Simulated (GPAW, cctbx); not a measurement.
## Bonding in (NaF)1(ZrC)1 as X-rays see it

Question: by how much does bonding change the X-ray structure factors of (NaF)1(ZrC)1, how firmly does DFT give the change, and what does a routine refinement make of it?

The cell is a (NaF)1(ZrC)1 superlattice along [001] of the rock-salt type, started at the mean lattice constant and relaxed freely, with no substrate. All numbers below are calculated.

### 1. Relax the structure

The density hangs on the geometry, so cell and atoms are relaxed first, with the symmetry held. The cutoff is set higher than for the density because stress converges slowly with plane waves.

Settings: GPAW 26.7.0, PBE, 900 eV, 7×7×5 k-points (along the axes of the calculation cell), Fermi–Dirac width 0.1 eV, BFGS to 0.03 eV/Å.

```text
cell
1.0
     3.326937405    0.000000000    0.000000000
     0.000000000    3.326937405    0.000000000
     0.000000000    0.000000000    4.705000000
Na F Zr C
1 1 1 1
Direct
0.000000000 0.000000000 0.000000000
0.500000000 0.500000000 0.000000000
0.500000000 0.500000000 0.500000000
0.000000000 0.000000000 0.500000000
```

```console
$ OMP_NUM_THREADS=1 mpirun -n 4 gpaw python run.py > gpaw.log
```

```text
BFGS:    0      -25.048698        0.645888
BFGS:    1      -25.061228        0.614307
BFGS:    2      -25.136099        0.257148
BFGS:    3      -25.138467        0.243439
BFGS:    4      -25.150814        0.081031
BFGS:    5      -25.152756        0.021163
cell  3.2609 3.2609 4.9349  90.00 90.00 90.00
volume 52.474 A^3, largest force 0.000 eV/A, largest stress 0.26 GPa
```

After 5 steps the volume has changed by +0.8 % and the energy by -0.104 eV; the largest stress left is 0.26 GPa. It took 61 s on 4 cores of Arm Neoverse V1 (shared host), peak memory 0.95 GiB.

Relaxed structure: P4/mmm (no. 123), a = 3.2609 Å, b = 3.2609 Å, c = 4.9349 Å, α = 90.00°, β = 90.00°, γ = 90.00°.

| atom | mult. | x | y | z |
| --- | --- | --- | --- | --- |
| Zr1 | 1 | 1/2 | 1/2 | 1/2 |
| Na1 | 1 | 0 | 0 | 0 |
| F1 | 1 | 1/2 | 1/2 | 0 |
| C1 | 1 | 0 | 0 | 1/2 |

### 2. The all-electron density

X-rays see the whole electron density, so the PAW density is rebuilt with its core regions. Subtracting spherical free atoms from the same code cancels the cores and leaves the deformation density Δρ, the part due to bonding.

Settings: PBE, 550 eV, 8×8×5 k-points (along the axes of the calculation cell), Fermi–Dirac width 0.1 eV; primitive cell of 4 atoms.

```console
$ OMP_NUM_THREADS=1 mpirun -n 4 gpaw python run.py > gpaw.log
```

```text
|iter:   1|       0s |  -28.490530 | -0.02 |       |
|iter:   2|       1s |  -27.393920 | -1.39 | -0.89 |
|iter:   3|       1s |  -25.094513 | -0.68 | -0.95 |
...
|iter:   8|       5s |  -25.027088c| -5.62 | -3.23 |
|iter:   9|       6s |  -25.027096c| -6.71 | -4.01c|
|iter:  10|       7s |  -25.027096c| -7.89c| -4.52c|
```

```text
grid (36, 36, 54)  electrons 66.000  moved by bonding 1.004 e
deformation density beyond 0.5 A of the nuclei: max 0.149, min -0.111 e/A^3
atom        x       y       z   Voronoi charge  moment
Zr1    0.5000  0.5000  0.5000      0.408       0.00
Na2    0.0000  0.0000  0.0000      0.290       0.00
F 3    0.5000  0.5000  0.0000     -0.067       0.00
C 4    0.0000  0.0000  0.5000     -0.630       0.00
mean inner potential of superposed free atoms 19.010 V
total magnetic moment 0.000 muB
```

Deformation density in a plane through the shortest contact of the Zr atom at the origin, in 0.01 e/Å³ (clipped at ±99); x from -1.6 to 3.9 Å, y from 2.4 down to -2.4 Å:

```text
  3   6  13  12   .   .  13  12   4   2   .   .   0   4  10  14
  0   5  12  13   .   .  14  11   2  -2   .   .  -4   1   8  13
 -3   2   8  12  14  14  11   6   0  -3   1   3  -3  -1   5  10
  3   2   3   6   9   8   5   3   2   3   6   7   4   2   3   4
  9   4  -1  -2   3   2  -2   1   6  10  13  14  11   7   2  -2
 13   8   0  -4   .  -4  -3   2  10  13  12   .  13  11   4  -2
 14  10   4   1   .   .   3   5  12  13   .   .  12  13   6   4
 13   8   0  -4   .  -4  -3   2  10  13  12   .  13  11   4  -2
  9   4  -1  -2   3   2  -2   1   6  10  13  14  11   7   2  -2
  3   2   3   6   9   8   5   3   2   3   6   7   4   2   3   4
 -3   2   8  12  14  14  11   6   0  -3   1   3  -3  -1   5  10
  0   5  12  13   .   .  14  11   2  -2   .   .  -4   1   8  13
  3   6  13  12   .   .  13  12   4   2   .   .   0   4  10  14
```

Atoms in or within 0.15 Å of the plane: Zr (2.3, 2.3), Zr (2.3, -2.3), Zr (0.0, 0.0), C (2.3, 0.0), C (0.0, 2.3), C (0.0, -2.3) Å. Dots mark points within about 0.45 Å of a nucleus; large values next to them are atomic features.

C gains most (-0.63 e) and Zr loses most (+0.41 e), which isn't the order of electronegativity: valence and coordination count too, and Voronoi cells cut space at the midplane whatever the atoms' sizes. Such charges fall far short of formal ones, since overlapping free atoms already put density on their neighbours. Along the shortest contact from the Zr atom at the map's origin, Zr–C at 2.31 Å, Δρ is +0.08 e/Å³ at the midpoint and highest, +0.14, 1.59 Å from Zr (points within 0.5 Å of a nucleus left out): the build-up leans to one atom, as in a polar bond or on the flank of an anion. At the midpoints of other shortest contacts it is 0.00 (Na–F, 2.31 Å), -0.07 (Zr–F, 2.47 Å), +0.01 (Na–C, 2.47 Å) and +0.03 (Zr–Zr, 3.26 Å) e/Å³. Point values carry grid noise of about 0.01 e/Å³. The run needed 10 iterations, 12 s.

### 3. From the density to structure factors

The Fourier components of Δρ, added to those of the free atoms, give the static X-ray structure factors; the Mott–Bethe relation turns them into the Fourier components V of the potential that fast electrons feel.

```text
static structure factors of the conventional cell: F in electrons, V (Mott-Bethe) in volts
   h  k  l      d  |F| table  |F| free   |F| DFT   change   |V| free  |V| DFT  change %
   0  0  1  4.9349    23.359    23.400    23.790    0.390     5.531    4.701    -15.0
   1  0  0  3.2609    27.840    27.832    27.506   -0.327     3.871    4.174      7.8
   1  0  1  2.7206    29.897    29.907    29.309   -0.598     3.939    4.326      9.8
   0  0  2  2.4674    49.736    49.636    50.396    0.761     8.703    8.298     -4.6
   1  1  0  2.3058    48.468    48.360    48.542    0.182     8.192    8.108     -1.0
   1  1  1  2.0890    18.883    18.938    18.750   -0.188     2.692    2.763      2.7
   1  0  2  1.9676    24.306    24.273    24.413    0.139     2.613    2.566     -1.8
   1  1  2  1.6847    41.787    41.733    41.851    0.117     6.016    5.987     -0.5
   0  0  3  1.6450    17.598    17.674    17.801    0.127     1.968    1.938     -1.5
   2  0  0  1.6304    41.029    40.987    40.937   -0.049     5.808    5.820      0.2
   2  0  1  1.5481    17.290    17.371    17.231   -0.139     1.807    1.836      1.6
   1  0  3  1.4687    25.158    25.164    25.211    0.047     2.042    2.033     -0.4
   2  1  0  1.4583    21.465    21.505    21.645    0.140     1.949    1.924     -1.3
   2  1  1  1.3985    24.626    24.638    24.752    0.114     1.941    1.922     -1.0
```

The largest X-ray change is +0.76 e on 002, 1.5 % of |F|. For electrons V goes as (Z − F)/g², so a change of F counts against Z − F, which is small at low angle and wherever the atoms' terms cancel: |V| of 001 moves by -15.0 % (5.53 to 4.70 V) against +1.7 % in |F|. The tabulated Hartree–Fock atoms differ from the free DFT atoms by up to 0.11 e, so the choice of reference atom matters too.

### 4. Convergence

Cheaper settings are set against the first, tightest run to find what the result needs. Some rows differ from it in more than one setting, so each label gives them all, and single effects show between rows that share the rest.

| run | ΔF 002 (e) | ΔF 101 (e) | ΔF 001 (e) | q(C) (e) | moved (e) | time |
| --- | --- | --- | --- | --- | --- | --- |
| 550 eV 8×8×5 | +0.761 | -0.598 | +0.390 | -0.630 | 1.004 | 12 s |
| 250 eV 7×7×5 | +0.612 | -0.463 | +0.409 | -0.601 | 1.364 | 5.5 s |
| 350 eV 7×7×5 | +0.743 | -0.580 | +0.393 | -0.625 | 1.037 | 6.9 s |

Within 0.02 e of the base on all three: 350 eV 7×7×5. The largest error, 0.149 e, comes with 250 eV 7×7×5. The moved charge is off by up to 36 % among these runs. Times are from shared hosts.

### 5. Refining ordinary atoms against data with bonding

Routine crystallography fits spherical atoms. To see the bias, intensities are simulated from tabulated atoms plus the DFT change ΔF, so that bonding alone can misfit (3436 reflections of the full sphere, merged to the counts below, to 0.4 Å, 1.5 % proportional noise plus counting noise, assumed isotropic U as listed, Δρ smeared by the mean U) and refined with cctbx over different ranges.

| range | data | R1 | GooF | U Zr1 (true 0.0029) | U Na1 (true 0.0043) | U F1 (true 0.0046) | U C1 (true 0.005) | largest shift (Å) | Δρ max, min (e/Å³) |
| --- | --- | --- | --- | --- | --- | --- | --- | --- | --- |
| all data | 303 | 0.0037 | 1.14 | 0.0029 | 0.0043 | 0.0046 | 0.0051 | 0.0000 | 0.33, -0.23 |
| low resolution, d > 0.84 | 44 | 0.0048 | 1.78 | 0.0028 | 0.0042 | 0.0044 | 0.0048 | 0.0000 | 0.17, -0.10 |
| high order, d < 0.75 | 244 | 0.0034 | 1.01 | 0.0029 | 0.0043 | 0.0046 | 0.0051 | 0.0000 | 0.26, -0.22 |
| occupancies free, d > 0.7 | 71 | 0.0037 | 1.40 | 0.0029 | 0.0045 | 0.0057 | 0.0062 | 0.0000 | 0.21, -0.13 |

With all data GooF is 1.14, diluted by the many high-angle data; the misfit shows at low resolution; the top residual peak lies 0.00 Å from F and 2.31 Å from Na, on the atom. No U is off by more than 3 s.u. at low resolution. Symmetry fixes every coordinate, so the shifts are zero by construction. With Zr1 held at 1 and the scale free, the other occupancies refine to Na1 1.005(0.005), F1 1.029(0.007) and C1 1.034(0.014), on sites that are all full: they absorb part of the misfit, and only ratios to the fixed site mean anything.

### 6. Answer

Bonding moves 1.00 e in the primitive cell of (NaF)1(ZrC)1 and changes the structure factors of the conventional cell in the table above by at most 0.76 e (002, 1.5 %), and among reflections above 2 % of the strongest by up to 2.0 % (101). The shortest bond, Zr–C, has Δρ = +0.08 e/Å³ at its midpoint, on a slope that rises towards one atom. Within 0.02 e of the base on all three: 350 eV 7×7×5. The largest error, 0.149 e, comes with 250 eV 7×7×5. The moved charge is off by up to 36 % among these runs. With all data GooF is 1.14, diluted by the many high-angle data. Limits: static density, frozen cores, no spin–orbit coupling.

[Outputs are excerpts: Python notices, other lines and further rows are left out; steps that failed or that the build refused (PBEsol, TPSS) are not shown.]

[Logs are printed without paths, hosts, clocks, repeated set-up lines and the standing remarks that a program may print on its own settings, such as how far it seeks lower states.]
